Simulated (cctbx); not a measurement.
**A crystallographic session in cctbx: Li2TlAsBr6**

Library: cctbx 2025.11. The data are simulated by the first script.

## 1. Simulate the data

run.py:

```python
from cctbx import adptbx, crystal, miller, sgtbx, xray
from cctbx.array_family import flex
from iotbx.shelx import hklf
from scitbx import matrix
import scitbx.random

cs = crystal.symmetry(unit_cell=(10.952, 10.952, 10.952, 90, 90, 90), space_group_symbol='Hall: -F 4 2 3')  # Fm-3m
atoms = [  # label, site, U (iso, or U11 U22 U33 U12 U13 U23 in A^2), occupancy
    ("Tl1", (0.5, 0, 0), 0.0155, 1),
    ("Br1", (0, 0, 0.767), 0.0212, 1),
    ("As1", (0, 0, 0), 0.0253, 1),
    ("Li1", (0.25, 0.75, 0.75), 0.0426, 1),
]
xs = xray.structure(crystal_symmetry=cs)
for label, site, u, occ in atoms:
    u = adptbx.u_cif_as_u_star(cs.unit_cell(), u) if isinstance(u, tuple) else u
    xs.add_scatterer(xray.scatterer(label, site=site, u=u, occupancy=occ))
xs.set_inelastic_form_factors(0.71073, "sasaki")
xs.show_summary()
p1 = xs.expand_to_p1()
ms = miller.build_set(p1, anomalous_flag=True, d_min=0.7)
flex.set_random_seed(2558)
scitbx.random.set_random_seed(2558)
ms = ms.select(flex.random_double(ms.size()) < 0.5)
i = ms.structure_factors_from_scatterers(p1, algorithm="direct").f_calc().as_intensity_array().data()
i = i * 70000 / flex.max(i)
sig = flex.sqrt(i + flex.pow2(0.04 * i) + 4 ** 2)
noise = scitbx.random.variate(scitbx.random.normal_distribution())(i.size())
data = ms.array(data=i + sig * noise, sigmas=sig).set_observation_type_xray_intensity()
with open("data.hkl", "w") as f:
    data.export_as_shelx_hklf(f)
print("reflections written:", data.size(), " <I/sigma> = %.1f" % flex.mean(data.data() / data.sigmas()))
for h, a, b in list(data.sort("data"))[:12]:
    print("%4d%4d%4d %9.1f %7.1f" % (h + (a, b)))
```

```console
$ python run.py
```

```text
Number of scatterers: 4
At special positions: 4
Unit cell: (10.952, 10.952, 10.952, 90, 90, 90)
Space group: F m -3 m (No. 225)
reflections written: 8007  <I/sigma> = 4.2
   0   0  -4   77458.4  2812.5
   0   4   0   72227.2  2812.5
   4   0   0   69823.8  2812.5
   0   0   4   69269.8  2812.5
  -4   0   0   68707.0  2812.5
   0  -4   0   68203.7  2812.5
  -4   0  -4   48859.0  1948.7
   0   4   4   48275.4  1948.7
   0  -4   4   48174.3  1948.7
  -4   0   4   47022.8  1948.7
   4   0  -4   46137.8  1948.7
   4  -4   0   45924.1  1948.7
```

Run time: 0.39 s on 1 thread of Arm Neoverse N1 (shared host), peak memory 0.07 GiB.

## 2. Refinement (lightest element left out)

run.py:

```python
import math
from cctbx import adptbx, crystal, maptbx, sgtbx, xray
from cctbx.array_family import flex
from cctbx.xray import observations
from iotbx.shelx import hklf
from scitbx.lstbx import normal_eqns_solving
from smtbx import absolute_structure, utils
from smtbx.refinement import constraints, least_squares

cs = crystal.symmetry(unit_cell=(10.952, 10.952, 10.952, 90, 90, 90), space_group_symbol='Hall: -F 4 2 3')  # Fm-3m
atoms = [  # label, site, U (iso, or U11 U22 U33 U12 U13 U23 in A^2), occupancy
    ("Tl1", (0.5, 0, 0), 0.0200, 1),
    ("Br1", (0, 0, 0.7678), 0.0200, 1),
    ("As1", (0, 0, 0), 0.0200, 1),
]
xs = xray.structure(crystal_symmetry=cs)
for label, site, u, occ in atoms:
    u = adptbx.u_cif_as_u_star(cs.unit_cell(), u) if isinstance(u, tuple) else u
    xs.add_scatterer(xray.scatterer(label, site=site, u=u, occupancy=occ))
xs.set_inelastic_form_factors(0.71073, "sasaki")
raw = hklf.reader(file_name="data.hkl").as_miller_arrays(crystal_symmetry=cs, anomalous=True)[0]
merged = raw.eliminate_sys_absent().merge_equivalents()
fo2 = merged.array().set_observation_type_xray_intensity()
print("Rint %.3f, %d unique reflections to %.2f A" % (merged.r_int(), fo2.size(), fo2.d_min()))
for sc in xs.scatterers():
    sc.flags.set_grad_site(True)
    sc.flags.set_grad_u_aniso(sc.flags.use_u_aniso())
    sc.flags.set_grad_u_iso(sc.flags.use_u_iso())
obs = fo2.as_xray_observations()
extra = {}
rep = constraints.reparametrisation(xs, [], utils.connectivity_table(xs), **extra)
ls = least_squares.crystallographic_ls(obs, rep, weighting_scheme=least_squares.mainstream_shelx_weighting(a=0, b=0))
print("cycle     R1     wR2    GooF  max shift (A)")
for cycle in range(8):
    ls.build_up()
    r1, wr2, goof = ls.r1_factor(cutoff_factor=2)[0], ls.wR2(), ls.goof()
    old = xs.sites_cart()
    normal_eqns_solving.levenberg_marquardt_iterations(ls, n_max_iterations=3, tau=1e-06, step_threshold=1e-7)
    big = flex.max((xs.sites_cart() - old).norms())
    print("%4d %7.4f %7.4f %7.3f %9.5f" % (cycle + 1, r1, wr2, goof, big))
    ls.build_up(objective_only=True)
    if abs(ls.wR2() - wr2) < 5e-5 and big < 5e-4:
        break
ls.build_up()
print("final R1 %.4f wR2 %.4f GooF %.3f  parameters %d  data/parameter %.1f" % (ls.r1_factor(cutoff_factor=2)[0], ls.wR2(), ls.goof(), ls.n_parameters, fo2.size() / ls.n_parameters))
cov = ls.covariance_matrix_and_annotations()
su = dict(zip(cov.annotations, (math.sqrt(max(v, 0)) for v in cov.matrix.matrix_packed_u_diagonal())))
a2 = cs.unit_cell().reciprocal_parameters()[0] ** -2
print("atom        x        y        z      Ueq    occ   su(xyz)  su(Uiso or U11)")
for sc in xs.scatterers():
    s = max(su.get(sc.label + k, 0) for k in (".x", ".y", ".z"))
    npd = "" if sc.is_positive_definite_u(cs.unit_cell()) else "  NPD"
    print("%-5s %8.5f %8.5f %8.5f %8.4f %6.3f %8.5f %7.4f%s" % ((sc.label,) + sc.site + (sc.u_iso_or_equiv(cs.unit_cell()), sc.occupancy, s, su.get(sc.label + ".uiso", su.get(sc.label + ".u11", 0) * a2), npd)))
fo = fo2.f_sq_as_f()
fc = fo.structure_factors_from_scatterers(xs, algorithm="direct").f_calc()
diff = fo.f_obs_minus_f_calc(1 / math.sqrt(ls.scale_factor()), fc).average_bijvoet_mates()
m = diff.fft_map(symmetry_flags=maptbx.use_space_group_symmetry, resolution_factor=0.25).apply_volume_scaling()
print("difference map: max %.2f min %.2f rms %.2f" % (m.statistics().max(), m.statistics().min(), m.statistics().sigma()))
peaks = m.peak_search(parameters=maptbx.peak_search_parameters(min_distance_sym_equiv=0.6, max_clusters=8)).all()
near = xs.closest_distances(peaks.sites(), distance_cutoff=4)
sps = cs.special_position_settings(min_distance_sym_equiv=0.5)
for k, (x, h) in enumerate(zip(peaks.sites(), peaks.heights())):
    ss = sps.site_symmetry(x)
    print("Q%-3d %7.4f %7.4f %7.4f %4d %7.2f  %.2f A from %s" % ((k + 1,) + tuple(t % 1 for t in ss.exact_site()) + (ss.multiplicity(), h, near.smallest_distances[k], xs.scatterers()[near.i_seqs[k]].label)))
```

```console
$ python run.py
```

```text
Rint 0.035, 137 unique reflections to 0.70 A
cycle     R1     wR2    GooF  max shift (A)
   1  0.0577  0.2844  18.857   0.00892
   2  0.0159  0.0413   2.741   0.00000
final R1 0.0159 wR2 0.0413 GooF 2.741  parameters 4  data/parameter 34.2
atom        x        y        z      Ueq    occ   su(xyz)  su(Uiso or U11)
Tl1    0.50000  0.00000  0.00000   0.0157  1.000  0.00000  0.0002
Br1    0.00000  0.00000  0.76699   0.0215  1.000  0.00005  0.0002
As1    0.00000  0.00000  0.00000   0.0253  1.000  0.00000  0.0003
difference map: max 5.10 min -1.13 rms 0.18
Q1    0.2500  0.2500  0.2500    8    5.10  3.88 A from Br1
Q2    0.0000  0.0702  0.4298   48    0.28  1.09 A from Tl1
Q3    0.0000  0.2500  0.2500   24    0.23  2.74 A from Br1
Q4    0.0000  0.1663  0.3337   48    0.23  2.13 A from Br1
Q5    0.0423  0.0423  0.1557   96    0.22  1.07 A from Br1
Q6    0.0000  0.0000  0.4241   24    0.19  0.83 A from Tl1
Q7    0.1567  0.2089  0.2089   96    0.17  2.87 A from Br1
Q8    0.0983  0.0983  0.2703   96    0.16  1.58 A from Br1
```

Time: 0.54 s.

## 3. Refinement (whole model)

run.py, as its changes from the last script of this kind:

```diff
@@ -14,0 +15 @@
+    ("Li1", (0.25, 0.75, 0.75), 0.0200, 1),
@@ -59 +60 @@
-peaks = m.peak_search(parameters=maptbx.peak_search_parameters(min_distance_sym_equiv=0.6, max_clusters=8)).all()
+peaks = m.peak_search(parameters=maptbx.peak_search_parameters(min_distance_sym_equiv=0.6, max_clusters=6)).all()
```

```console
$ python run.py
```

```text
Rint 0.035, 137 unique reflections to 0.70 A
cycle     R1     wR2    GooF  max shift (A)
   1  0.0553  0.2826  18.808   0.00868
   2  0.0073  0.0147   0.980   0.00000
final R1 0.0073 wR2 0.0147 GooF 0.980  parameters 5  data/parameter 27.4
atom        x        y        z      Ueq    occ   su(xyz)  su(Uiso or U11)
Tl1    0.50000  0.00000  0.00000   0.0154  1.000  0.00000  0.0001
Br1    0.00000  0.00000  0.76701   0.0211  1.000  0.00002  0.0001
As1    0.00000  0.00000  0.00000   0.0252  1.000  0.00000  0.0001
Li1    0.25000  0.75000  0.75000   0.0430  1.000  0.00000  0.0021
difference map: max 0.46 min -0.30 rms 0.08
Q1    0.0000  0.0000  0.5000    4    0.46  0.00 A from Tl1
Q2    0.0000  0.0787  0.4213   48    0.28  1.22 A from Tl1
Q3    0.0000  0.0000  0.2029   24    0.27  0.33 A from Br1
Q4    0.0000  0.0000  0.4425   24    0.23  0.63 A from Tl1
Q5    0.0421  0.0421  0.1539   96    0.22  1.08 A from Br1
Q6    0.0000  0.0000  0.2790   24    0.22  0.50 A from Br1
```

Time: 0.53 s.

## 4. Simulate the data

run.py, as its changes from the last script of this kind:

```diff
@@ -18 +18 @@
-xs.set_inelastic_form_factors(0.71073, "sasaki")
+xs.switch_to_neutron_scattering_dictionary()
@@ -21 +21 @@
-ms = miller.build_set(p1, anomalous_flag=True, d_min=0.7)
+ms = miller.build_set(p1, anomalous_flag=True, d_min=0.8)
@@ -26 +26 @@
-i = i * 70000 / flex.max(i)
+i = i * 5000 / flex.max(i)
```

```console
$ python run.py
```

```text
Number of scatterers: 4
At special positions: 4
Unit cell: (10.952, 10.952, 10.952, 90, 90, 90)
Space group: F m -3 m (No. 225)
reflections written: 5414  <I/sigma> = 2.7
   0   0   4    5111.0   212.2
   0  -4   0    5107.6   212.2
   4  -4   0    4944.7   184.4
   4   0   0    4750.0   212.2
  -4   4   0    4721.2   184.4
   0   4   4    4156.1   184.4
  -4   4  -4    3727.5   160.3
  -4   4   4    3717.8   160.3
  -4  -4   4    3707.7   160.3
   4   4   4    3707.3   160.3
   0   8   0    3216.0   140.5
   0  -8   0    3192.1   140.5
```

Time: 0.37 s.

## 5. Refinement (lightest element left out)

run.py, as its changes from the last script of this kind:

```diff
@@ -13 +13 @@
-    ("Br1", (0, 0, 0.7678), 0.0200, 1),
+    ("Br1", (0, 0, 0.7659), 0.0200, 1),
@@ -15 +14,0 @@
-    ("Li1", (0.25, 0.75, 0.75), 0.0200, 1),
@@ -21 +20 @@
-xs.set_inelastic_form_factors(0.71073, "sasaki")
+xs.switch_to_neutron_scattering_dictionary()
@@ -60 +59 @@
-peaks = m.peak_search(parameters=maptbx.peak_search_parameters(min_distance_sym_equiv=0.6, max_clusters=6)).all()
+peaks = m.peak_search(parameters=maptbx.peak_search_parameters(min_distance_sym_equiv=0.6, max_clusters=8)).all()
```

```console
$ python run.py
```

```text
Rint 0.044, 98 unique reflections to 0.80 A
cycle     R1     wR2    GooF  max shift (A)
   1  0.1081  0.2477  11.306   0.00942
   2  0.0804  0.2018   9.211   0.00004
final R1 0.0805 wR2 0.2018 GooF 9.211  parameters 4  data/parameter 24.5
atom        x        y        z      Ueq    occ   su(xyz)  su(Uiso or U11)
Tl1    0.50000  0.00000  0.00000   0.0147  1.000  0.00000  0.0016
Br1    0.00000  0.00000  0.76676   0.0204  1.000  0.00029  0.0014
As1    0.00000  0.00000  0.00000   0.0244  1.000  0.00000  0.0020
difference map: max 1.32 min -7.02 rms 0.22
Q1    0.0000  0.0000  0.0000    4    1.32  0.00 A from As1
Q2    0.0000  0.0000  0.5000    4    1.30  0.00 A from Tl1
Q3    0.0000  0.0000  0.2220   24    0.45  0.12 A from Br1
Q4    0.2111  0.2111  0.2889   32    0.44  3.33 A from Br1
Q5    0.2111  0.2111  0.2111   32    0.44  3.28 A from Br1
Q6    0.1721  0.1721  0.3279   32    0.41  2.86 A from Br1
Q7    0.2500  0.2500  0.2500    8    0.38  3.88 A from Br1
Q8    0.0000  0.0000  0.1230   24    0.26  1.21 A from Br1
```

Time: 0.54 s.

Figures of merit this high mean that the model is still wrong or incomplete.

## 6. Refinement (whole model)

run.py, as its changes from the last script of this kind:

```diff
@@ -14,0 +15 @@
+    ("Li1", (0.25, 0.75, 0.75), 0.0200, 1),
@@ -59 +60 @@
-peaks = m.peak_search(parameters=maptbx.peak_search_parameters(min_distance_sym_equiv=0.6, max_clusters=8)).all()
+peaks = m.peak_search(parameters=maptbx.peak_search_parameters(min_distance_sym_equiv=0.6, max_clusters=6)).all()
```

```console
$ python run.py
```

```text
Rint 0.044, 98 unique reflections to 0.80 A
cycle     R1     wR2    GooF  max shift (A)
   1  0.0582  0.1614   7.408   0.01183
   2  0.0094  0.0190   0.870   0.00000
final R1 0.0094 wR2 0.0190 GooF 0.870  parameters 5  data/parameter 19.6
atom        x        y        z      Ueq    occ   su(xyz)  su(Uiso or U11)
Tl1    0.50000  0.00000  0.00000   0.0155  1.000  0.00000  0.0001
Br1    0.00000  0.00000  0.76698   0.0210  1.000  0.00003  0.0001
As1    0.00000  0.00000  0.00000   0.0251  1.000  0.00000  0.0002
Li1    0.25000  0.75000  0.75000   0.0417  1.000  0.00000  0.0006
difference map: max 0.17 min -0.10 rms 0.03
Q1    0.1241  0.1241  0.1241   32    0.19  2.26 A from Br1
Q2    0.0000  0.2500  0.2500   24    0.13  2.74 A from Li1
Q3    0.0000  0.0000  0.2394   24    0.12  0.07 A from Br1
Q4    0.0000  0.0607  0.4393   48    0.10  0.94 A from Tl1
Q5    0.1298  0.1298  0.3702   32    0.10  2.28 A from Li1
Q6    0.1666  0.1666  0.3334   32    0.09  1.58 A from Li1
```

Run time: 0.52 s on 1 thread of Arm Neoverse N1 (shared host), peak memory 0.09 GiB.

[Logs are printed without paths, hosts, clocks, repeated set-up lines and the standing remarks that a program may print on its own settings, such as how far it seeks lower states.]
